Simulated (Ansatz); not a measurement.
## C wire along [100], 9 atoms a period, H-terminated: bands by functional

What gap, if any, does the C wire along [100], 9 atoms a period, H-terminated have, and how does it change with the functional?

Program: Ansatz 0.2.0. Level of theory: DFT PBE, plane waves, PAW; relaxation of a wire's period; PAW set soft_1, in the first sound run; inputs show where later runs differ. Results are calculated unless marked as measured.

### 1. Starting point

The cell holds 21 atoms: 9 C and 12 H. Cell: a = 11.663 Å, b = 11.663 Å, c = 3.570 Å, α = 90.0°, β = 90.0°, γ = 90.0°. Vacuum lies along a and b. The structure's axis is c.

### 2. Relaxing the period

Band widths follow the bond lengths, so the wire is relaxed first. The atoms and the third cell vector are free; the box across stays fixed as vacuum. A Fermi-Dirac smearing is set since the result may be a metal. The pressure printed is a third of the stress's trace over the whole box, vacuum included; only the stress along the axis is relaxed.

File input.yaml:

```yaml
crystal:
  lattice:
    - [11.663, 0.0, 0.0]
    - [0.0, 11.663, 0.0]
    - [0.0, 0.0, 3.57]
  atoms:
    - { symbol: C, position: [0.423487293, 0.423487293, 0.0] }
    - { symbol: C, position: [0.576535394, 0.576535394, 0.0] }
    - { symbol: H, position: [0.368044242, 0.368044242, 0.181129496] }
    - { symbol: H, position: [0.631978445, 0.631978445, 0.181129496] }
    - { symbol: C, position: [0.500011344, 0.500011344, 0.25] }
    - { symbol: H, position: [0.368044242, 0.631978445, 0.318870504] }
    - { symbol: H, position: [0.631978445, 0.368044242, 0.318870504] }
    - { symbol: C, position: [0.423487293, 0.576535394, 0.5] }
    - { symbol: C, position: [0.576535394, 0.423487293, 0.5] }
    - { symbol: H, position: [0.291520192, 0.444568293, 0.568870504] }
    - { symbol: H, position: [0.444568293, 0.291520192, 0.568870504] }
    - { symbol: H, position: [0.555454394, 0.708502495, 0.568870504] }
    - { symbol: H, position: [0.708502495, 0.555454394, 0.568870504] }
    - { symbol: C, position: [0.346963243, 0.500011344, 0.75] }
    - { symbol: C, position: [0.500011344, 0.346963243, 0.75] }
    - { symbol: C, position: [0.500011344, 0.653059445, 0.75] }
    - { symbol: C, position: [0.653059445, 0.500011344, 0.75] }
    - { symbol: H, position: [0.291520192, 0.555454394, 0.931129496] }
    - { symbol: H, position: [0.444568293, 0.708502495, 0.931129496] }
    - { symbol: H, position: [0.555454394, 0.291520192, 0.931129496] }
    - { symbol: H, position: [0.708502495, 0.444568293, 0.931129496] }
kpoints:
  mp_grid: { grid: [1, 1, 23] }
scf:
  occupations: { method: fermi_dirac, width: 0.05 }
hamiltonian:
  xc: pbe
  pseudopotentials: { kind: paw, azcp: { folder: soft_1 } }
relax:
  cell: { fix: [a, b, alpha, beta, gamma] }
  max_steps: 45
  f_tol: 0.03
```

Command:

```console
$ ansatz run input.yaml --threads 4 --pin off --max-ram 16384MiB --backend cpu --events-out ev --progress --plain --runs-dir out
```

Numbers of over 12 decimals in the logs are rounded to 6 here.

Log:

```text
Engine: ansatz 0.2.0, x86_64-unknown-linux-gnu
Pseudopotentials: kind: paw
Pseudopotential: C, paw, valence charge 4, recommended cutoff 420 eV (normal), soft_1/C.paw.azcp
Pseudopotential: H, paw, valence charge 1, recommended cutoff 420 eV (normal), soft_1/H.paw.azcp
Functional definition: PBE
  parameter kappa = 0.804
  parameter beta = 0.066725
  exchange = pbe_x(kappa = kappa, mu = beta*pi^2/3)
  correlation = pbe_c(beta = beta)
Crystal: 21 atoms, lattice volume = 485.611 Å³
Basis set: ecut = 420 eV, 9451 PW (Γ), exchange–correlation on 160×160×48 points (8 copies of the dense FFT grid, shifted against one another)
Bands: 45, of which v1, the nominal top of the filled ones, is band 24 counted from 1 (23 counted from 0)
Symmetry: 8 space group operations
Space group: P-42m (ITA 111), of the structure as read, at distance tolerance 7.9e-5 Å
k-points: 12 of 23
Non-local potential: C, projectors of the file, l = 0: 2, l = 1: 2, l = 2: 1
Non-local potential: H, projectors of the file, l = 0: 2, l = 1: 1
PAW form: soft (Blöchl's): semilocal exchange-correlation on the pseudo side does not see the compensation charge
PAW one-centre angular grid: C, 110 points (default); XC on 64 Gauss nodes
PAW one-centre angular grid: H, 110 points (default); XC on 64 Gauss nodes
Initial density: superposition of atomic densities (neutral atoms: chi_scale 0, normalization atom)
Initial wavefunctions: pseudopotential atomic-orbital guess
Functional: x = pbe(κ = 0.804, μ = 0.219515), c = pbe(β = 0.066725)
SCF iter   1: F=—  HF=-2460.272712 eV  |F-HF|=—  |Δ(HF+E_count)|=         —  Δρ=6.90e-2  dr2=2.80e1  ethr=3.10e-3  ⟨swp⟩=9.1  Hψ=3129  notcnv=0  defer=40
preconditioner: auto → Resta (q_TF=auto, 1.855 Å⁻¹)  ε∞=1.5  [insulator: Δε(μ)=7.627 eV  Ē_g=16.833 eV  σ=0.050 eV  W_gap=1.00  n_scr=46 (ndim 8)  ℏωp=11.7 eV  f_vac=0.629  D(μ)=0.00/eV (n_scr^D=0)  ε∞_Penn≈1.5  vacuum switching on, ρ_ref=2.1e-2 e/Å³]
SCF iter   2: F=—  HF=-2451.591194 eV  |F-HF|=—  |Δ(HF+E_count)|=    8.68e0  Δρ=3.14e-2  dr2=3.01e0  ethr=3.10e-3  ⟨swp⟩=4.1  Hψ=1260  notcnv=0  defer=187
SCF iter   3: F=—  HF=-2450.807083 eV  |F-HF|=—  |Δ(HF+E_count)|=   7.84e-1  Δρ=1.08e-2  dr2=4.28e-1  ethr=3.10e-3  ⟨swp⟩=2.0  Hψ=657  notcnv=0  defer=187
SCF iter   4: F=—  HF=-2450.709448 eV  |F-HF|=—  |Δ(HF+E_count)|=   9.76e-2  Δρ=1.74e-3  dr2=1.72e-2  ethr=8.92e-4  ⟨swp⟩=3.9  Hψ=975  notcnv=0  defer=175
SCF iter   5: F=—  HF=-2450.707419 eV  |F-HF|=—  |Δ(HF+E_count)|=   2.03e-3  Δρ=5.80e-4  dr2=1.30e-3  ethr=3.57e-5  ⟨swp⟩=2.0  Hψ=653  notcnv=0  defer=175
SCF iter   6: F=—  HF=-2450.707668 eV  |F-HF|=—  |Δ(HF+E_count)|=   2.48e-4  Δρ=1.78e-4  dr2=6.77e-5  ethr=2.72e-6  ⟨swp⟩=2.1  Hψ=646  notcnv=0  defer=175
SCF iter   7: F=—  HF=-2450.707940 eV  |F-HF|=—  |Δ(HF+E_count)|=   2.73e-4  Δρ=4.25e-5  dr2=7.65e-6  ethr=1.41e-7  ⟨swp⟩=2.0  Hψ=769  notcnv=0  defer=175
SCF iter   8: F=—  HF=-2450.707940 eV  |F-HF|=—  |Δ(HF+E_count)|=   3.69e-7  Δρ=1.08e-5  dr2=5.03e-7  ethr=1.59e-8  ⟨swp⟩=2.0  Hψ=685  notcnv=0  defer=175
SCF iter   9: F=-2450.707940 eV  HF=-2450.707940 eV  |F-HF|=6.46e-9  |Δ(HF+E_count)|=   1.91e-7  Δρ=2.79e-6  dr2=2.62e-8  ethr=2.08e-10  ⟨swp⟩=5.0  Hψ=1637  notcnv=0
SCF 1 converged in 9 iterations: F = -2450.707940 eV  dr2 = 2.62e-8
  greatest PAW one-centre occupation: 0.648 electrons in one spin orbital (limit 2), on the C atom at site 16 (counted from 0), in its partial waves of l = 0
relax step   1: F+E_penalty+E_count = -2450.70794022 eV  Δ(F+E_penalty+E_count) = +0.000e0 eV  max|allowed force component| = 6.135e-1 eV/Å  Δτ_max = 0.0000 Å  P = -0.398 GPa  Ω = 485.611 Å³  fix = [a, b, alpha, beta, gamma]  reactions: a -0.988, b -0.988 GPa  (9 SCF iters, dr2 threshold 1.00e-7 eV, accepted)
Crystal: 21 atoms, lattice volume = 509.287 Å³
Basis set: ecut = 420 eV, 10037 PW (Γ), exchange–correlation on 160×160×48 points (8 copies of the dense FFT grid, shifted against one another)
Initial density: handed on by an earlier stage of this run
Initial wavefunctions: those handed on with the density
iter 1 solved again at ethr=5.32e-4 eV; its pass at ethr=3.10e-3 eV (dr2=2.55e-1 eV) is discarded
SCF iter   1: F=—  HF=-2451.045295 eV  |F-HF|=—  |Δ(HF+E_count)|=         —  Δρ=1.05e-2  dr2=2.58e-1  ethr=5.32e-4  ⟨swp⟩=4.9  Hψ=3116  notcnv=0
preconditioner: auto → Resta (q_TF=auto, 1.841 Å⁻¹)  ε∞=1.7  [insulator: Δε(μ)=4.270 eV  Ē_g=14.059 eV  σ=0.050 eV  W_gap=1.00  n_scr=46 (ndim 8)  ℏωp=11.4 eV  f_vac=0.699  D(μ)=0.00/eV (n_scr^D=0)  ε∞_Penn≈1.7  vacuum switching on, ρ_ref=1.4e-2 e/Å³]
SCF iter   2: F=—  HF=-2451.025929 eV  |F-HF|=—  |Δ(HF+E_count)|=   1.94e-2  Δρ=4.77e-3  dr2=4.37e-2  ethr=5.32e-4  ⟨swp⟩=2.8  Hψ=1017  notcnv=0  defer=12
SCF iter   3: F=—  HF=-2451.034169 eV  |F-HF|=—  |Δ(HF+E_count)|=   8.24e-3  Δρ=1.49e-3  dr2=5.65e-3  ethr=9.11e-5  ⟨swp⟩=3.7  Hψ=1092  notcnv=0  defer=25
SCF iter   4: F=—  HF=-2451.034943 eV  |F-HF|=—  |Δ(HF+E_count)|=   7.73e-4  Δρ=1.61e-4  dr2=1.08e-4  ethr=1.18e-5  ⟨swp⟩=2.1  Hψ=835  notcnv=0  defer=26
SCF iter   5: F=—  HF=-2451.035068 eV  |F-HF|=—  |Δ(HF+E_count)|=   1.25e-4  Δρ=6.51e-5  dr2=1.99e-5  ethr=2.25e-7  ⟨swp⟩=2.0  Hψ=776  notcnv=0  defer=26
SCF iter   6: F=-2451.035065 eV  HF=-2451.035065 eV  |F-HF|=3.01e-7  |Δ(HF+E_count)|=   3.51e-6  Δρ=1.44e-5  dr2=6.91e-7  ethr=4.38e-9  ⟨swp⟩=3.0  Hψ=1872  notcnv=0
SCF 2 converged in 6 iterations: F = -2451.035065 eV  dr2 = 6.91e-7
  greatest PAW one-centre occupation: 0.652 electrons in one spin orbital (limit 2), on the C atom at site 16 (counted from 0), in its partial waves of l = 0
relax step   2: F+E_penalty+E_count = -2451.03506488 eV  Δ(F+E_penalty+E_count) = -3.271e-1 eV  max|allowed force component| = 4.800e-1 eV/Å  Δτ_max = 0.1197 Å  P = -0.177 GPa  Ω = 509.287 Å³  energy of the carried Pulay correction = -1.404e-2 eV  fix = [a, b, alpha, beta, gamma]  reactions: a -0.133, b -0.133 GPa  (6 SCF iters, dr2 threshold 2.10e-6 eV, accepted)
Crystal: 21 atoms, lattice volume = 508.254 Å³
Basis set: ecut = 420 eV, 10021 PW (Γ), exchange–correlation on 160×160×48 points (8 copies of the dense FFT grid, shifted against one another)
iter 1 solved again at ethr=1.87e-5 eV; its pass at ethr=3.10e-3 eV (dr2=9.00e-3 eV) is discarded
SCF iter   1: F=—  HF=-2451.067150 eV  |F-HF|=—  |Δ(HF+E_count)|=         —  Δρ=1.75e-3  dr2=7.63e-3  ethr=1.87e-5  ⟨swp⟩=3.2  Hψ=2323  notcnv=0
preconditioner: auto → Resta (q_TF=auto, 1.841 Å⁻¹)  ε∞=1.7  [insulator: Δε(μ)=4.330 eV  Ē_g=14.099 eV  σ=0.050 eV  W_gap=1.00  n_scr=46 (ndim 8)  ℏωp=11.4 eV  f_vac=0.693  D(μ)=0.00/eV (n_scr^D=0)  ε∞_Penn≈1.7  vacuum switching on, ρ_ref=1.4e-2 e/Å³]
[...]
relax step   4: F+E_penalty+E_count = -2451.06720525 eV  Δ(F+E_penalty+E_count) = -8.743e-4 eV  max|allowed force component| = 2.465e-2 eV/Å  Δτ_max = 0.0021 Å  P = -0.030 GPa  Ω = 507.889 Å³  energy of the carried Pulay correction = -1.323e-2 eV  fix = [a, b, alpha, beta, gamma]  reactions: a -0.040, b -0.040 GPa  (4 SCF iters, dr2 threshold 2.43e-7 eV, accepted)
[...]
relax step   5: F+E_penalty+E_count = -2451.08780041 eV  Δ(F+E_penalty+E_count) = -2.060e-2 eV  max|allowed force component| = 2.330e-2 eV/Å  Δτ_max = 0.0000 Å  P = +0.024 GPa  Ω = 507.889 Å³  fix = [a, b, alpha, beta, gamma]  reactions: a -0.013, b -0.013 GPa  stress off target by 9.84e-2 GPa on what of the cell is left free  SCF on the basis re-selected at this cell (its energy is not comparable with the rows above)  (6 SCF iters)
[...]
relax step   6: F+E_penalty+E_count = -2451.08766355 eV  Δ(F+E_penalty+E_count) = +1.369e-4 eV  max|allowed force component| = 4.496e-3 eV/Å  Δτ_max = 0.0030 Å  P = +0.018 GPa  Ω = 508.780 Å³  energy of the carried Pulay correction = -5.691e-4 eV  fix = [a, b, alpha, beta, gamma]  reactions: a +0.011, b +0.011 GPa  (5 SCF iters, dr2 threshold 2.42e-8 eV, accepted)
Basis set: ecut = 420 eV, 10021 PW (Γ), exchange–correlation on 160×160×54 points (8 copies of the dense FFT grid, shifted against one another)
iter 1 solved again at ethr=3.96e-7 eV; its pass at ethr=3.10e-3 eV (dr2=1.90e-4 eV) is discarded
SCF iter   1: F=—  HF=-2451.085851 eV  |F-HF|=—  |Δ(HF+E_count)|=         —  Δρ=6.49e-5  dr2=5.61e-7  ethr=3.96e-7  ⟨swp⟩=5.6  Hψ=4799  notcnv=0
preconditioner: auto → Resta (q_TF=auto, 1.841 Å⁻¹)  ε∞=1.7  [insulator: Δε(μ)=4.301 eV  Ē_g=14.058 eV  σ=0.050 eV  W_gap=1.00  n_scr=46 (ndim 8)  ℏωp=11.4 eV  f_vac=0.693  D(μ)=0.00/eV (n_scr^D=0)  ε∞_Penn≈1.7  vacuum switching on, ρ_ref=1.4e-2 e/Å³]
SCF iter   2: F=—  HF=-2451.087415 eV  |F-HF|=—  |Δ(HF+E_count)|=   1.56e-3  Δρ=3.25e-5  dr2=1.52e-7  ethr=1.17e-9  ⟨swp⟩=3.0  Hψ=872  notcnv=0
SCF iter   3: F=—  HF=-2451.088124 eV  |F-HF|=—  |Δ(HF+E_count)|=   7.09e-4  Δρ=1.02e-5  dr2=1.93e-8  ethr=3.18e-10  ⟨swp⟩=3.8  Hψ=1216  notcnv=0
SCF iter   4: F=—  HF=-2451.088278 eV  |F-HF|=—  |Δ(HF+E_count)|=   1.54e-4  Δρ=8.92e-7  dr2=2.42e-9  ethr=4.03e-11  ⟨swp⟩=3.3  Hψ=1188  notcnv=0
SCF iter   5: F=—  HF=-2451.088280 eV  |F-HF|=—  |Δ(HF+E_count)|=   2.55e-6  Δρ=2.53e-7  dr2=3.21e-10  ethr=5.04e-12  ⟨swp⟩=2.8  Hψ=783  notcnv=0  defer=9
SCF iter   6: F=-2451.088280 eV  HF=-2451.088280 eV  |F-HF|=9.80e-10  |Δ(HF+E_count)|=   6.59e-8  Δρ=7.76e-8  dr2=2.98e-11  ethr=1.00e-12  ⟨swp⟩=5.0  Hψ=1588  notcnv=0
SCF 7 converged in 6 iterations: F = -2451.088280 eV  dr2 = 2.98e-11
relax step   7: F+E_penalty+E_count = -2451.08828045 eV  Δ(F+E_penalty+E_count) = -6.169e-4 eV  max|allowed force component| = 4.641e-3 eV/Å  Δτ_max = 0.0000 Å  P = +0.019 GPa  Ω = 508.780 Å³  fix = [a, b, alpha, beta, gamma]  reactions: a +0.011, b +0.011 GPa  stress off target by 3.49e-2 GPa on what of the cell is left free  SCF on the basis re-selected at this cell (its energy is not comparable with the rows above)  (6 SCF iters)
basis re-selected at this cell: Δ(F+E_penalty+E_count) = -6.169e-4 eV, ΔP = +0.001 GPa vs the last step (what re-selecting the basis moved, of the pressure what is left beyond the Pulay correction that the steps carried, after the strain that the cell walked since its last selection, with what the two solves' SCF thresholds leave and, on support functions, any second-order correction that the steps lacked; it is no measure of the basis error at this ecutwfc). The dense FFT grid was sized anew with the basis: this SCF ran on 80×80×27 points, the steps before it on 80×80×25, so part of this shift can come from that change (see relax.cell in the input reference). [rest of the remark cut]
SCF converged after 6 iterations
Free energy (F): -2451.088280 eV
Harris-Foulkes:  -2451.088280 eV  (|F-HF|=9.80e-10)
Internal energy: -2451.088280 eV  (E = F + TS)
E sigma→0 (E₀):  -2451.088280 eV
Fermi energy:    -1.308829 eV
--- Per-component energies (eV) ---
  E_band       = -457.544506
  E_kinetic    = 968.971279
  E_local      = -10546.714149  (includes V_loc(G=0)·N_el)
  E_nonlocal   = 214.434158
  E_hartree    = 4825.545027
  E_xc         = -534.812063
  E_vxc        = -665.511184  (∫ρ·V_xc dr)
  E_paw        = -908.047657  (= ΣΔE_a)
  E_vpaw       = -79.801675  (= ΣTr[D̂ρ^β])
  E_aug_tail   = -0.012825  (compensation charges beyond the density's cutoff)
  E_ewald      = 3529.547949
  E_smearing   = -0.000000  (= −TS)
  E_closure    = 0.000000  (closes the sum)
  Σ components = -2451.088280   (vs F -2451.088280, Δ=0.00e0)
--- Forces (eV/Å), atoms counted from 1 ---
  atom   1  C     -0.00094546    -0.00094546    -0.00170258
  atom   2  C      0.00094546     0.00094546    -0.00170258
  atom   3  H     -0.00295129    -0.00295129     0.00320615
  atom   4  H      0.00295129     0.00295129     0.00320615
  atom   5  C      0.00000000     0.00000000     0.00000000
  atom   6  H     -0.00295129     0.00295129    -0.00320615
  atom   7  H      0.00295129    -0.00295129    -0.00320615
  atom   8  C     -0.00094546     0.00094546     0.00170258
  atom   9  C      0.00094546    -0.00094546     0.00170258
  atom  10  H      0.00082150    -0.00395456    -0.00252365
  atom  11  H     -0.00395456     0.00082150    -0.00252365
  atom  12  H      0.00395456    -0.00082150    -0.00252365
  atom  13  H     -0.00082150     0.00395456    -0.00252365
  atom  14  C     -0.00464054    -0.00000000     0.00000000
  atom  15  C     -0.00000000    -0.00464054     0.00000000
  atom  16  C      0.00000000     0.00464054     0.00000000
  atom  17  C      0.00464054     0.00000000    -0.00000000
  atom  18  H      0.00082150     0.00395456     0.00252365
  atom  19  H     -0.00395456    -0.00082150     0.00252365
  atom  20  H      0.00395456     0.00082150     0.00252365
  atom  21  H     -0.00082150    -0.00395456     0.00252365
  max |Σ_I F_I| component: 8.67e-19 eV/Å
--- Stress (GPa, compression-positive) ---
        0.010866       0.000000      -0.000000
        0.000000       0.010866       0.000000
       -0.000000       0.000000       0.034924
  P = ⅓ Tr σ = 0.0189 GPa (0.189 kbar)
--- Relaxed structure (5 steps of the walk, 5 accepted, 2 SCFs on fresh bases) ---
  F+E_penalty+E_count = -2451.08828045 eV   max|allowed force component| = 4.641e-3 eV/Å   (the final SCF, on the basis selected at the relaxed cell)
  cell:  # Å, volume = 508.7801 Å³
    - [11.663, 0, 0]
    - [0, 11.663, 0]
    - [0, 0, 3.740327]
  atoms:
    - { symbol: C, position: [0.424844, 0.424844, -0.0060736] }
    - { symbol: C, position: [0.575179, 0.575179, -0.0060736] }
    - { symbol: H, position: [0.368565, 0.368565, 0.150833] }
    - { symbol: H, position: [0.631457, 0.631457, 0.150833] }
    - { symbol: C, position: [0.500011, 0.500011, 0.250000] }
    - { symbol: H, position: [0.368565, 0.631457, 0.349167] }
    - { symbol: H, position: [0.631457, 0.368565, 0.349167] }
    - { symbol: C, position: [0.424844, 0.575179, 0.506074] }
    - { symbol: C, position: [0.575179, 0.424844, 0.506074] }
    - { symbol: H, position: [0.292534, 0.444678, 0.591384] }
    - { symbol: H, position: [0.444678, 0.292534, 0.591384] }
    - { symbol: H, position: [0.555345, 0.707489, 0.591384] }
    - { symbol: H, position: [0.707489, 0.555345, 0.591384] }
    - { symbol: C, position: [0.349530, 0.500011, 0.750000] }
    - { symbol: C, position: [0.500011, 0.349530, 0.750000] }
    - { symbol: C, position: [0.500011, 0.650493, 0.750000] }
    - { symbol: C, position: [0.650493, 0.500011, 0.750000] }
    - { symbol: H, position: [0.292534, 0.555345, 0.908616] }
    - { symbol: H, position: [0.444678, 0.707489, 0.908616] }
    - { symbol: H, position: [0.555345, 0.292534, 0.908616] }
    - { symbol: H, position: [0.707489, 0.444678, 0.908616] }
```

The job ended after 25 s (4 threads of AMD EPYC 7R13 (Zen 3), shared host; peak memory 0.96 GiB; 92 s of CPU time).

The steps of the relaxation:

| step | energy less that of the first step (eV) | largest force component (eV/Å) | pressure (GPa) | volume (Å³) |
| --- | --- | --- | --- | --- |
| 1 | 0.0000 | 0.6135 | -0.40 | 485.61 |
| 2 | -0.3271 | 0.4800 | -0.18 | 509.29 |
| 3 | -0.3584 | 0.0624 | -0.05 | 508.25 |
| 4 | -0.3593 | 0.0246 | -0.03 | 507.89 |
| 5* | -0.3799 | 0.0233 | 0.02 | 507.89 |
| 6 | -0.3797 | 0.0045 | 0.02 | 508.78 |
| 7* | -0.3803 | 0.0046 | 0.02 | 508.78 |

Relaxation steps marked * repeat the geometry before them on a plane-wave basis chosen anew for their cell, so energy and pressure can jump there.

Forces are held to the 8 operations that the run works with; a distortion that breaks them can't arise in this run.

| cell as run | before | after | change |
| --- | --- | --- | --- |
| c (Å) | 3.570 | 3.740 | +4.8 % |

The atoms that moved most (Å, along periodic axes as changes of fractional coordinates times the final cell, across vacuum about the mean position):

| atom | dx | dy | dz | length |
| --- | --- | --- | --- | --- |
| H3 | 0.006 | 0.006 | -0.113 | 0.114 |
| H6 | 0.006 | -0.006 | 0.113 | 0.114 |
| H7 | -0.006 | 0.006 | 0.113 | 0.114 |
| H4 | -0.006 | -0.006 | -0.113 | 0.114 |
| H11 | 0.001 | 0.012 | 0.084 | 0.085 |
| H10 | 0.012 | 0.001 | 0.084 | 0.085 |
| H20 | -0.001 | 0.012 | -0.084 | 0.085 |
| H18 | 0.012 | -0.001 | -0.084 | 0.085 |

This step gave:

```
cell length along the wire : 3.740 Å
```

The cell's length comes to 3.740 Å with spin left out.

[end of part 1 of 2]

[Logs are printed without paths, hosts, clocks, repeated set-up lines and the standing remarks that a program may print on its own settings, such as how far it seeks lower states.]

[Hosts, paths, dates, database ids (printed as entryN), source tags and the programs' standing remarks are cut or masked in the printed files.]
